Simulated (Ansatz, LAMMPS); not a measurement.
# Convergence of a linear-scaling basis for regrown after partial melting: C with 5 % Si on C sites, (111) (192 atoms), part 3 of 3

Aim: test how closely localised support functions follow the reference on regrown after partial melting: C with 5 % Si on C sites, (111) (192 atoms), and at what cost. A setting counts as converged where the r.m.s. difference of forces stays under 1 % of the r.m.s. force.

Ansatz 0.2.0; Kohn-Sham DFT, PBE, PAW (set soft_2), plane waves.

The cell: 10 Si and 182 C. The network of bonds at the start is that of the classical potential that made the cell.

So far. Step 10 (Support functions medium, spacing 0.206 Å): Forces differ from the reference by 0.73 meV/Å r.m.s., 0.068 % of their size, well within a tolerance of 1 %; the energy by -3.7 meV/atom.

### 12. What the reference run shows (continued)

Valence density in the cb plane at fractional x = 0.337, with atoms of C and Si within 0.2 Å of it. It is the smooth field of the valence electrons, not physical close to the nuclei.

Ten even steps from '0' (0.1 e/Å³) to '9' (2.0 e/Å³), each cell a mean:
```
111001487434652000110002465335752000
354223685211221002443211232111221001
587546884100000003788530011000000001
588657884000000003899630001000000001
586324663000110014886320011000121002
663101221001343235863110110001454223
873000000002687678952000000002687557
873000000002699778852000000002687557
652000121113796445641001211124774334
221001355335873111210013654357752101
000001588878972000000015997679841000
000001588878872000000014886568841000
011102576334642000111014773223421000
245435774101210001454336862001111000
378878984100000002687668962000001000
379878984100000002687657962000001100
478534553000011002675324541000011111
686311121000244224763101110000111123
997200000001478767873000000000100147
996200000001489878873000000000100147
554100111001587545652000122111331123
121000244324674211221001466434663101
000001478767883100000001588767983100
000001489878873000000001598668973000
```
Columns run along c (12.8 Å), rows up along b (8.7 Å). Atoms in or near the plane, at fractional coordinates: C at (0.22, 0.02), C at (0.34, 0.02), C at (0.22, 0.53), C at (0.34, 0.53), C at (0.39, 0.19), C at (0.51, 0.19), C at (0.37, 0.69), C at (0.49, 0.69), C at (0.06, 0.36), C at (0.18, 0.37), C at (0.05, 0.86), C at (0.18, 0.86), Si at (0.67, 0.85), C at (0.82, 0.55) and more.

Mean intrinsic-atomic-orbital charges: C -0.06, Si +1.05 e. By these charges the region 'crystal' has given 0.24 e to 'remelted part'; where the regions aren't neutral units, this includes their ionic charge. Within 0.4 eV of the Fermi level the largest share is C p (79 % of the projected weight).

### 13. Structure statistics

Bonds and neighbours are counted at the geometry of the runs.

Density 3.64 g/cm³, 5.868 Å³ an atom.

g(r), total and by pair (bins of 0.1 Å):

| r (Å) | total | C-C | C-Si | Si-Si |
| --- | --- | --- | --- | --- |
| 1.25 | 0.00 | 0.00 | 0.00 | 0.00 |
| 1.35 | 0.03 | 0.03 | 0.00 | 0.00 |
| 1.45 | 1.24 | 1.38 | 0.00 | 0.00 |
| 1.55 | 5.27 | 5.86 | 0.00 | 0.00 |
| 1.65 | 0.60 | 0.53 | 1.23 | 0.00 |
| 1.75 | 0.40 | 0.04 | 3.71 | 0.00 |
| 1.85 | 0.07 | 0.00 | 0.72 | 0.00 |
| 1.95 | 0.04 | 0.00 | 0.40 | 0.00 |
| 2.05 | 0.02 | 0.00 | 0.12 | 4.37 |
| 2.15 | 0.04 | 0.05 | 0.00 | 0.00 |
| 2.25 | 0.10 | 0.11 | 0.00 | 0.00 |
| 2.35 | 0.39 | 0.43 | 0.00 | 0.00 |
| 2.45 | 2.19 | 2.37 | 0.32 | 8.78 |
| 2.55 | 4.33 | 4.39 | 3.77 | 2.81 |
| 2.65 | 1.14 | 1.03 | 2.12 | 0.00 |
| 2.75 | 0.40 | 0.30 | 1.31 | 0.00 |
| 2.85 | 1.05 | 1.03 | 1.28 | 0.00 |
| 2.95 | 2.83 | 2.88 | 2.32 | 4.12 |
| 3.05 | 1.62 | 1.63 | 1.48 | 1.96 |
| 3.15 | 0.48 | 0.45 | 0.84 | 0.00 |
| 3.25 | 0.25 | 0.20 | 0.70 | 1.72 |
| 3.35 | 0.10 | 0.10 | 0.13 | 0.00 |
| 3.45 | 0.26 | 0.24 | 0.41 | 0.00 |
| 3.55 | 0.85 | 0.90 | 0.39 | 1.40 |
| 3.65 | 0.81 | 0.84 | 0.55 | 0.00 |
| 3.75 | 0.54 | 0.54 | 0.53 | 2.52 |
| 3.85 | 1.30 | 1.35 | 0.89 | 0.00 |
| 3.95 | 1.34 | 1.32 | 1.52 | 0.00 |
| 4.05 | 0.46 | 0.44 | 0.60 | 1.08 |
| 4.15 | 0.36 | 0.33 | 0.55 | 1.03 |
| 4.25 | 0.67 | 0.67 | 0.54 | 2.97 |
| 4.35 | 2.18 | 2.22 | 1.87 | 1.90 |
| 4.45 | 1.80 | 1.81 | 1.72 | 0.92 |
| 4.55 | 1.23 | 1.20 | 1.50 | 1.73 |
| 4.65 | 1.64 | 1.67 | 1.44 | 0.84 |
| 4.75 | 0.99 | 0.99 | 0.94 | 0.80 |
| 4.85 | 0.46 | 0.43 | 0.71 | 0.76 |
| 4.95 | 0.49 | 0.45 | 0.80 | 1.46 |
| 5.05 | 0.93 | 0.96 | 0.66 | 0.00 |
| 5.15 | 0.88 | 0.87 | 1.00 | 0.68 |
| 5.25 | 1.48 | 1.49 | 1.46 | 0.66 |
| 5.35 | 1.33 | 1.36 | 1.07 | 0.62 |
| 5.45 | 0.78 | 0.77 | 0.91 | 0.61 |
| 5.55 | 0.77 | 0.73 | 1.15 | 0.58 |

Local excerpt of 13 atoms (numbers count through the whole input) about C134, whose charge lies farthest from its element's mean; x, y, z are measured from there.

| atom | x | y | z | distance (Å) | intrinsic-atomic-orbital charge (e) | Fx | Fy | Fz (eV/Å) |
| --- | --- | --- | --- | --- | --- | --- | --- | --- |
| C134 | 0.00 | 0.00 | 0.00 | 0.00 | -0.59 | 0.61 | -0.77 | -0.98 |
| C180 | -1.07 | -0.88 | 0.63 | 1.53 | 0.03 | 1.35 | 0.26 | 0.36 |
| C133 | 0.35 | -0.18 | -1.51 | 1.56 | 0.00 | -2.38 | 0.47 | 0.21 |
| Si113 | 1.44 | -0.57 | 0.74 | 1.72 | 0.94 | -0.22 | -0.47 | 1.94 |
| Si121 | -0.70 | 1.79 | 0.20 | 1.93 | 1.10 | 1.32 | -0.15 | 0.62 |
| C136 | -2.27 | -0.22 | 0.12 | 2.29 | 0.01 | -0.41 | 0.74 | 0.67 |
| C34 | -0.95 | 0.57 | -2.03 | 2.31 | 0.02 | 1.80 | -0.94 | -0.21 |
| C107 | 0.96 | 2.23 | 0.67 | 2.51 | -0.24 | -1.68 | -1.36 | -0.03 |
| C103 | -0.95 | -2.34 | 0.22 | 2.54 | 0.00 | 0.22 | 0.06 | -1.79 |
| C106 | 1.90 | 1.72 | -0.16 | 2.57 | 0.01 | 0.08 | 1.65 | 0.07 |
| C20 | 0.33 | -1.67 | -1.93 | 2.57 | 0.00 | 0.19 | -0.17 | 0.51 |
| C104 | -1.06 | -0.76 | 2.24 | 2.59 | -0.27 | 0.61 | -0.55 | -0.24 |
| C179 | -2.19 | -0.18 | -1.45 | 2.63 | -0.01 | -0.11 | 0.26 | 0.17 |

### 14. Summary of results

| Item | Value |
| --- | --- |
| free energy per atom | -270.5406 eV/atom |
| pressure | 24.65 GPa |
| r.m.s. force component | 1.073 eV/Å |
| gap (highest filled to lowest empty level) | 0.2013 eV |
| wall time of the 8 DFT runs | 30 min |

Against plane waves at 420 eV, the forces differ by 0.75 meV/Å (0.070 %) with support functions medium. Differences between support functions and plane waves include what basis error the plane-wave run still has. As the typed spacing goes from 0.206 to 0.411 Å, the force difference goes from 0.73 to 156 meV/Å, while the time lies between 3.3 min and 4.6 min.

The highest filled and lowest empty levels differ by 0.201 eV on the run's k-points; the mesh holds the band edges only if they fold onto it, so the gap at this level can be narrower or closed, while semilocal functionals tend to narrow gaps against experiment.

**Limits.** The force components of 1.1 eV/Å r.m.s. come partly from thermal motion and partly from the difference between the classical potential and DFT. The stress is far from hydrostatic: its diagonal is 35.5, 33.0, 5.4 GPa, compression counted positive. The pressure of 25 GPa is that of one thermal frame, in which the classical model's bond lengths enter as well as the volume, without the kinetic term. The pressure of a single frame lacks the kinetic term.

[Long decimals in the printed logs are rounded to 6 places.]

[Logs are printed without paths, hosts, clocks, repeated set-up lines and the standing remarks that a program may print on its own settings, such as how far it seeks lower states.]

[Hosts, paths, dates, database ids (printed as entryN), source tags and the programs' standing remarks are cut or masked in the printed files.]
